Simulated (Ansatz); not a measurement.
Rows from a G0W0 calculation on InGa5As5P (zincblende [001] superlattice) (Ansatz 0.2.0; G0W0 on PBEsol, plane waves, PAW; PAW set soft_1; 4×4×2 mesh, 292 empty bands, screening to 60 eV, PAW set soft_1 files), in eV. Spin-orbit coupling is left out.

```csv
row,Σx,Σc,Vxc,Z
A,-16.87,1.46,-15.34,0.75
B,-7.50,-3.66,-11.44,0.76
C,-16.80,1.44,-15.28,0.75
D,-16.19,0.95,-15.20,0.75
E,-11.87,-3.15,-15.71,0.76
F,-7.04,-3.67,-10.93,0.76
```

Which rows are filled states and which are empty ones, and how can one tell?

Filled: A, C and D. Empty: B, E and F. The sign of Σc tells: for a filled state bare exchange, which holds its interaction with itself, lies below Vxc (Σx − Vxc is -1.0 eV or lower here) and screening gives part back as a positive Σc. For an empty state Σx lies above Vxc (+3.8 eV or more) and the Coulomb hole leaves Σc negative.

[Paths, hosts, dates, memory and timing lines, banners, echoed tables and standing remarks are left out of the program output.]

[Logs are printed without paths, hosts, clocks, repeated set-up lines and the standing remarks that a program may print on its own settings, such as how far it seeks lower states.]

[Runs of the session that timed out or met a known fault of the program may be left out.]

[Cells called generated may have been cut or substituted from an entry of the Crystallography Open Database or the Materials Project.]

[Hosts, paths, dates, database ids (printed as entryN), source tags and the programs' standing remarks are cut or masked in the printed files.]
